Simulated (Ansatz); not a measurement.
# ZrB (Fm-3m): phonons and vibrational spectra

Task: relax ZrB (Fm-3m), then find its harmonic phonons.

Program: Ansatz 0.2.0. Level of theory: DFT PBEsol, scalar-relativistic, plane waves, PAW; PAW set soft_1. Results are calculated unless marked as measured.

Report form: the programs' logs are mostly left out.

### 1. Set-up

The structure is cubic, space group Fm-3m (No. 225). Conventional cell: a = 4.650 Å, b = 4.650 Å, c = 4.650 Å, α = 90.00°, β = 90.00°, γ = 90.00°. Zr has 6 B at 2.33 Å nearest. Nearest to B lie 6 Zr at 2.33 Å. Farther neighbours are not listed.

As a file:

```cif
data_structure
_symmetry_space_group_name_H-M 'P 1'
_symmetry_Int_Tables_number 1
_cell_length_a 3.2880
_cell_length_b 3.2880
_cell_length_c 3.2880
_cell_angle_alpha 60.000
_cell_angle_beta 60.000
_cell_angle_gamma 60.000
_cell_volume 25.14
loop_
_atom_site_label
_atom_site_type_symbol
_atom_site_fract_x
_atom_site_fract_y
_atom_site_fract_z
_atom_site_occupancy
Zr1 Zr 0.00000 0.00000 0.00000 1
B2 B 0.50000 0.50000 0.50000 1
```

### 2. Rough relaxation

The start is far from rest, so a relaxation with loose tolerances brings it close first.

input.yaml

```yaml
crystal:
  lattice:
    - [0.0, 2.325, 2.325]
    - [2.325, 0.0, 2.325]
    - [2.325, 2.325, 0.0]
  atoms:
    - { symbol: Zr, position: [0.0, 0.0, 0.0] }
    - { symbol: B, position: [0.5, 0.5, 0.5] }
kpoints:
  mp_grid: { grid: [8, 8, 8] }
hamiltonian:
  xc: pbesol
  pseudopotentials: { kind: paw, azcp: { folder: soft_1 }, xc_functional: pbe }
scf:
  occupations: { method: gaussian, width: 0.1 }
output:
  forces: true
  stress: true
  eigenvalues: true
relax:
  adjacent_minimum: "off"
  f_tol: 0.05
  max_steps: 80
  cell: { stress_tol: 0.5 }
```

Launch:

```console
$ ansatz run input.yaml --threads 4 --pin off --max-ram 10240MiB --backend cpu --events-out ev --progress --plain --runs-dir out
```

It took 1 s on 4 threads of Arm Neoverse V2, shared host; peak memory 0.28 GiB.

The steps of the relaxation:

```
step  energy less that of the first step (eV)  largest force component (eV/Å)  pressure (GPa)  volume (Å³)
   1                                   0.0000                          0.0000           29.63        25.14
   2                                  -0.2977                          0.0000           -1.43        28.99
   3                                  -0.2988                          0.0000           -0.25        28.79
  4*                                  -0.3008                          0.0000           -0.16        28.79
```

Relaxation steps marked * repeat the geometry before them on a plane-wave basis chosen anew for their cell, so energy and pressure can jump there.

The run keeps the 48 symmetry operations that it works with, so distortions that break them were not tested.

```
conventional cell, symmetrised  before  after   change
                         a (Å)   4.650  4.865   +4.6 %
                         b (Å)   4.650  4.865   +4.6 %
                         c (Å)   4.650  4.865   +4.6 %
              volume (Å³/atom)   12.57  14.40  +14.5 %
```

Final coordinates:

```
Zr B
1.0
     0.00000    2.43262    2.43262
     2.43262    0.00000    2.43262
     2.43262    2.43262    0.00000
Zr B
1 1
Direct
  0.00000 0.00000 0.00000
  0.50000 0.50000 0.50000
```

Numbers from this step:

- pressure: -0.1644 GPa
- volume per atom: 14.40 Å³
- gap on the k-mesh: 0 eV

In this step the volume went from 12.57 to 14.40 Å³/atom.

### 3. Relaxation

Harmonic phonons are second derivatives at a point where the forces vanish, and they are wanted at zero stress, so atoms and cell are relaxed first.

input.yaml, the sections that differ from step 2:

```yaml
crystal:
  lattice:
    - [0.0, 2.43262099, 2.43262099]
    - [2.43262099, 0.0, 2.43262099]
    - [2.43262099, 2.43262099, 0.0]
  atoms:
    - { symbol: Zr, position: [0.0, 0.0, 0.0] }
    - { symbol: B, position: [0.5, 0.5, 0.5] }
kpoints:
  mp_grid: { grid: [14, 14, 14] }
relax:
  adjacent_minimum: "off"
  f_tol: 0.005
  max_steps: 80
  cell: { stress_tol: 0.05 }
# hamiltonian, scf, output: as in step 2
```

Wall time 2.2 s (4 threads); peak memory 0.33 GiB; 7.5 s of CPU time.

Little changed from the start: no atom moved by 0.005 Å and no cell edge by 0.1 %.

This step gave:

```yaml
pressure: -0.001203 GPa
volume_per_atom: 14.37 Å³
```

In this step the volume went from 14.40 to 14.37 Å³/atom.

### 4. Relaxing to small forces for the phonons

Phonons need a cell at rest on their own settings, so the relaxation is repeated with tight tolerances on forces and stress, using the mesh and the filling of the phonon run that follows.

input.yaml, the sections that differ from step 3:

```yaml
crystal:
  lattice:
    - [0.0, 2.431305017, 2.431305017]
    - [2.431305017, 0.0, 2.431305017]
    - [2.431305017, 2.431305017, 0.0]
  atoms:
    - { symbol: Zr, position: [0.0, 0.0, 0.0] }
    - { symbol: B, position: [0.5, 0.5, 0.5] }
kpoints:
  mp_grid: { grid: [16, 16, 16] }
scf:
  occupations: { method: methfessel_paxton, width: 0.2 }
relax:
  adjacent_minimum: "off"
  f_tol: 0.001
  max_steps: 60
  cell: { stress_tol: 0.01 }
# hamiltonian, output: as in step 3
```

Elapsed: 1.5 s, on 4 threads; peak memory 0.35 GiB; 5.2 s of CPU time.

Little changed from the start: no atom moved by 0.005 Å and no cell edge by 0.1 %.

Numbers from this step:

```yaml
pressure: -0.002168 GPa
```

The forces vanish by symmetry and the pressure is -0.002 GPa, within the tolerances set. The cell now holds 14.37 Å³/atom.

### 5. Linear response at the zone centre

The zone centre comes first: it holds the modes that light can see, as far as symmetry allows. No field response is asked, since the mesh shows no gap.

input.yaml: that of step 4 with these lines changed.

```diff
@@ -16,9 +16,4 @@
 output:
-  forces: true
-  stress: true
   eigenvalues: true
-relax:
-  adjacent_minimum: "off"
-  f_tol: 0.001
-  max_steps: 60
-  cell: { stress_tol: 0.01 }
+phonons:
+  method: dfpt
```

It took 6.2 s on 4 threads; peak memory 0.61 GiB; 22 s of CPU time.

Numbers from this step:

- sum-rule residual before enforcement: 2.48e-5 eV/Å²
- point group: m-3m
- highest optical mode at the zone centre (no LO-TO term): 442.9 cm⁻¹
- lowest optical zone-centre mode: 442.9 cm⁻¹

Patterns of degenerate modes are one choice out of their space. Modes at Γ, with each element's share of the kinetic energy:

```
mode  frequency (cm⁻¹)  symmetry  Zr %  B %
   1               0.0  acoustic    89   11
   2               0.0  acoustic    89   11
   3               0.0  acoustic    89   11
   4             442.9       T1u    11   89
   5             442.9       T1u    11   89
   6             442.9       T1u    11   89
```

Displacements in mode 6 (442.9 cm⁻¹), the largest set to 1:
```
Zr1  0.00  0.00 -0.12
B2   0.00  0.03  1.00
```

Before it was imposed, the acoustic sum rule was missed by 2.5e-5 eV/Å². Small misses are needed for a sound result but don't prove that mesh and cutoff are converged. The lowest optical mode is real, 443 cm⁻¹.

### 6. The dispersion

Stability and thermal properties need the whole zone. Linear response on a 4×4×4 q mesh gives force constants as far as a supercell of that size would.

input.yaml: that of step 5 with these lines changed.

```diff
@@ -19 +19,8 @@
   method: dfpt
+  qmesh: [4, 4, 4]
+  temperatures: { t_max: 1000, t_step: 50 }
+  qpath:
+    path:
+      - [[0.0, 0.0, 0.0], [0.5, 0.0, 0.5], [0.625, 0.25, 0.625]]
+      - [[0.375, 0.375, 0.75], [0.0, 0.0, 0.0], [0.5, 0.5, 0.5], [0.5, 0.25, 0.75], [0.5, 0.0, 0.5]]
+    npoints: 10
```

Elapsed: 3.1 min, on 4 threads; peak memory 3.1 GiB; 12 min of CPU time.

Numbers from this step:

| Property | Result |
| --- | --- |
| sum-rule residual before enforcement | 2.44e-5 eV/Å² |
| lowest frequency on the path | 0 cm⁻¹ |
| highest frequency on the path or at a solved wavevector | 536.8 cm⁻¹ |
| mean frequency | 317.7 cm⁻¹ |
| Debye temperature (second moment) | 650 K |
| logarithmic mean frequency | 279.4 cm⁻¹ |
| lowest mode on the q mesh (acoustic modes at Γ apart) | 98.83 cm⁻¹ |
| zero-point energy per atom | 59.08 meV |
| heat capacity at 300 K | 20.17 J/(mol atoms K) |
| vibrational entropy at 300 K | 20.28 J/(mol atoms K) |
| edges of the widest gap between branches, on path and mesh | 217.7, 409.8 cm⁻¹ |

Frequencies (cm⁻¹) solved at each irreducible wavevector; negative means imaginary. Frequencies by wavevector, by row:

```
q in reciprocal lattice units  star  mode 1  mode 2  mode 3  mode 4  mode 5  mode 6
                        0 0 0     1       0       0       0   442.9   442.9   442.9
                     0 0 0.25     8   131.1   131.1   172.9   451.2   451.2   476.3
                     0 0 -0.5     4   198.8   199.8   199.8   424.3   424.3   466.7
                  0 0.25 0.25     6    98.8    98.8   200.3   454.3   469.5   469.5
                  0 0.25 -0.5    24   171.4   183.2   210.4   444.1   454.8   505.9
                 0 0.25 -0.25    12   148.9   196.3   198.3   410.3     457   481.9
                  0 -0.5 -0.5     3   156.5   156.5   217.7   442.5   442.5   536.8
              0.25 -0.5 -0.25     6   188.4   188.4   196.6   413.4   487.6   487.6
```

Interpolated from a 4×4×4 q mesh. Phonon branches along the path, in cm⁻¹:

```
    point  branch 1  branch 2  branch 3  branch 4  branch 5  branch 6
        Γ         0         0         0       443       443       443
  halfway        99        99       200       454       470       470
        X       156       156       218       442       442       537
  halfway       161       170       216       441       449       532
        U       175       189       206       432       460       516
jump to K       175       189       206       432       460       516
  halfway       110       171       191       425       458       480
        Γ         0         0         0       443       443       443
  halfway       131       131       173       451       451       476
        L       199       200       200       424       424       467
  halfway       184       194       203       422       458       493
        W       188       188       197       413       488       488
  halfway       167       178       212       432       459       524
        X       156       156       218       442       442       537
```

The phonon density of states has structure finer than the step of the table below, so its rows give means over 20 cm⁻¹, whole bins alone (the curve runs from 2.5 to 538 cm⁻¹). Peaks (cm⁻¹: height): 202.5: 0.0683, 442.5: 0.0372, 462.5: 0.0479, 477.5: 0.0420.

Tetrahedra on a 24×24×24 mesh, mean over bins of 5 cm-1. Interpolated from a 4×4×4 q mesh. The phonon density of states by wavenumber; means over each step:

wavenumber (cm⁻¹), phonon density of states (1/cm⁻¹/cell) and a bar:
```
       20     0.0002 
       40     0.0007 
       60     0.0017 #
       80     0.0029 ##
      100     0.0046 ###
      120     0.0068 ####
      140     0.0109 ######
      160     0.0226 #############
      180     0.0371 #####################
      200     0.0534 ##############################
      220     0.0091 #####
      240     0.0000 
      260     0.0000 
      280     0.0000 
      300     0.0000 
      320     0.0000 
      340     0.0000 
      360     0.0000 
      380     0.0000 
      400     0.0005 
      420     0.0233 #############
      440     0.0314 ##################
      460     0.0398 ######################
      480     0.0320 ##################
      500     0.0159 #########
      520     0.0063 ####
```

Phonopy on the run's constants, 21x21x21 mesh, Gaussian sigma 4.1 cm-1. Interpolated from a 4×4×4 q mesh. The partial phonon density of states by wavenumber; read off at these points; values in 1/cm⁻¹/cell:

```
wavenumber (cm⁻¹)        B       Zr
              0.0        0   2.8e-5
             25.0   3.0e-5   2.7e-4
             50.0   1.1e-4   9.7e-4
             75.0   2.8e-4  0.00246
            100.0   4.2e-4  0.00391
            125.0   6.3e-4  0.00668
            150.0  0.00109   0.0138
            175.0  0.00173   0.0301
            200.0   9.5e-4   0.0593
            225.0   2.1e-5   6.2e-4
            250.0        0        0
            275.0        0        0
            300.0        0        0
            325.0        0        0
            350.0        0        0
            375.0        0        0
            400.0   3.8e-5        0
            425.0   0.0295   5.6e-4
            450.0   0.0291  0.00171
            461.4   0.0421  0.00267
            475.0   0.0339  0.00222
            500.0   0.0147   6.4e-4
            525.0  0.00483   1.8e-4
            550.0   3.9e-6        0
```

Second derivatives of the energy by pair, one row for each kind of neighbour of each atom listed. Each entry sums the pair over the periodic images of the supercell that the q mesh stands for, and in a polar crystal it holds the long-range dipole part too. Force constants by pair, by row:

```
atom  neighbour  distance (Å)  third of the trace (eV/Å²)  along the pair's line (eV/Å²)
 Zr1     itself             0                       13.55                              –
 Zr1          B         2.431                      -1.196                         -3.219
 Zr1         Zr         3.438                     -0.4522                        -0.8646
 Zr1          B         4.211                     -0.0387                        -0.1617
 Zr1         Zr         4.863                     -0.0101                         0.0134
 Zr1          B         5.437                     -0.0174                        -0.0864
 Zr1         Zr         5.955                     -0.0015                        -0.0518
 Zr1         Zr         6.877                     -0.0063                        -0.0527
 Zr1          B         7.294                      0.0379                         0.0684
  B2     itself             0                       8.125                              –
  B2         Zr         2.431                      -1.196                         -3.219
  B2          B         3.438                     -0.0628                        -0.3957
  B2         Zr         4.211                     -0.0387                        -0.1617
  B2          B         4.863                       0.046                         0.2106
  B2         Zr         5.437                     -0.0174                        -0.0864
  B2          B         5.955                     -0.0183                       -9.00e-4
  B2          B         6.877                     -0.0113                         0.0218
  B2         Zr         7.294                      0.0379                         0.0684
```

Harmonic thermodynamic functions per atom, from the density of states. Interpolated from a 4×4×4 q mesh. Thermodynamic functions, by row:

```
T (K)  F_vib (meV/atom)  S (J/mol-atom/K)  C_V (J/mol-atom/K)
    0             59.08                 0                   0
   50             58.98             0.806               2.428
  100             57.71              4.36               8.302
  200             48.77             12.84               16.29
  300             31.48             20.28               20.17
  400               7.2             26.37               22.02
  500            -22.81              31.4               22.99
  600            -57.61             35.64               23.56
  700            -96.49              39.3               23.91
  800            -138.9             42.51               24.14
  900            -184.5             45.37               24.31
 1000            -232.9             47.93               24.43
```

Harmonic mean-square displacement, third of the trace. Interpolated from a 4×4×4 q mesh. Mean square displacements, by row:

```
T (K)  Zr1 U_eq (Å²)  B2 U_eq (Å²)
    0         0.0011       0.00376
  100        0.00147       0.00405
  300        0.00336       0.00603
  600        0.00651       0.01036
```

Symmetry leaves 8 wavevectors to solve. The lowest mode among them, the acoustic zeros apart, lies at q = (0, 0.25, 0.25) and is real, 98.8 cm⁻¹.

### 7. Another isotope, element B, natural mass 10.81 amu

An isotope changes the mass and not the force constants, so no new electronic calculation is needed; the shifts show which modes move this element.

The same force constants with the mass of B changed from 10.810 to 10.013 u (phonopy, no LO-TO term). Both lists are sorted by frequency; levels can cross, so a row need not hold one and the same mode. Modes under 3 cm⁻¹ are left out. Isotope shifts, by row:

```
          q  rank  natural mass (cm⁻¹)  changed mass (cm⁻¹)
      0 0 0     4                442.9                458.3
      0 0 0     5                442.9                458.3
      0 0 0     6                442.9                458.3
   0 0 0.25     1                131.1                131.5
   0 0 0.25     2                131.1                131.5
   0 0 0.25     3                172.9                173.3
   0 0 0.25     4                451.2                467.5
   0 0 0.25     5                451.2                467.5
   0 0 0.25     6                476.3                493.9
   0 0 -0.5     1                198.8                198.8
   0 0 -0.5     2                199.8                199.8
   0 0 -0.5     3                199.8                199.8
   0 0 -0.5     4                424.3                440.9
   0 0 -0.5     5                424.3                440.9
   0 0 -0.5     6                466.7                484.9
0 0.25 0.25     1                98.83                99.19
0 0.25 0.25     2                98.83                99.19
0 0.25 0.25     3                200.3                200.3
0 0.25 0.25     4                454.3                  472
0 0.25 0.25     5                469.5                486.1
0 0.25 0.25     6                469.5                486.1
```

A mode of this element alone would shift by +3.90 %. The highest zone-centre frequency without the field goes from 442.9 to 458.3 cm⁻¹ (+3.5 %). The product of the frequency ratios over all optical modes at Γ is 1.109; the product rule, (m/m′)^(3k/2) (M′/M)^(3/2) with k = 1 such atoms and M the mass of the cell, gives 1.109.

### 8. Another isotope, element Zr, natural mass 91.222 amu

The same for Zr, from 91.22 to 95.91 u.

The same force constants with the mass of Zr changed from 91.222 to 95.908 u (phonopy, no LO-TO term). Both lists are sorted by frequency; levels can cross, so a row need not hold one and the same mode. Modes under 3 cm⁻¹ are left out. Isotope shifts, by row:

```
          q  rank  natural mass (cm⁻¹)  changed mass (cm⁻¹)
      0 0 0     4                442.9                441.7
      0 0 0     5                442.9                441.7
      0 0 0     6                442.9                441.7
   0 0 0.25     1                131.1                128.1
   0 0 0.25     2                131.1                128.1
   0 0 0.25     3                172.9                168.9
   0 0 0.25     4                451.2                450.4
   0 0 0.25     5                451.2                450.4
   0 0 0.25     6                476.3                475.7
   0 0 -0.5     1                198.8                193.9
   0 0 -0.5     2                199.8                194.8
   0 0 -0.5     3                199.8                194.8
   0 0 -0.5     4                424.3                424.3
   0 0 -0.5     5                424.3                424.3
   0 0 -0.5     6                466.7                466.7
0 0.25 0.25     1                98.83                96.62
0 0.25 0.25     2                98.83                96.62
0 0.25 0.25     3                200.3                195.4
0 0.25 0.25     4                454.3                454.3
0 0.25 0.25     5                469.5                468.4
0 0.25 0.25     6                469.5                468.4
```

A mode of this element alone would shift by -2.47 %. The highest zone-centre frequency without the field goes from 442.9 to 441.7 cm⁻¹ (-0.3 %). The product of the frequency ratios over all optical modes at Γ is 0.992; the product rule, (m/m′)^(3k/2) (M′/M)^(3/2) with k = 1 such atoms and M the mass of the cell, gives 0.992.

### 9. Results

| Quantity | Value |
| --- | --- |
| space group after relaxation (within 0.01 Å) | Fm-3m |
| volume per atom | 14.4 Å³ |
| electronic character | no gap on this mesh |
| highest optical mode at the zone centre (no LO-TO term) | 443 cm⁻¹ |
| lowest optical zone-centre mode | 443 cm⁻¹ |
| lowest mode on the q mesh (acoustic modes at Γ apart) | 98.8 cm⁻¹ |
| highest frequency on the path or at a solved wavevector | 537 cm⁻¹ |
| zero-point energy per atom | 59.1 meV |
| heat capacity at 300 K | 20.2 J/(mol atoms K) |
| vibrational entropy at 300 K | 20.3 J/(mol atoms K) |
| Debye temperature (second moment) | 650 K |
| imaginary modes on the 4×4×4 q mesh | none |

The structure is a minimum as far as tested: no mode is imaginary at the 8 irreducible wavevectors of the 4×4×4 mesh, and the softest away from the acoustic zeros lies at 99 cm⁻¹. The optical modes at Γ form one degenerate level at 443 cm⁻¹. The highest mode in this list at Γ, 442.9 cm⁻¹, is mostly motion of B (89 % of the kinetic energy). On the path and the mesh, the widest gap between branches runs from 218 to 410 cm⁻¹. With no gap, or one that is small against the smearing, the frequencies hang on the k mesh and the smearing, most of all near Kohn anomalies. The phonon runs are without spin polarisation, although the cell has an odd electron count. The PAW files were made for PBE and serve the other functionals too. These are harmonic frequencies at zero temperature: anharmonic shifts, linewidths and thermal expansion are left out.

[Logs are printed without paths, hosts, clocks, repeated set-up lines and the standing remarks that a program may print on its own settings, such as how far it seeks lower states.]

[Hosts, paths, dates, database ids (printed as entryN), source tags and the programs' standing remarks are cut or masked in the printed files.]
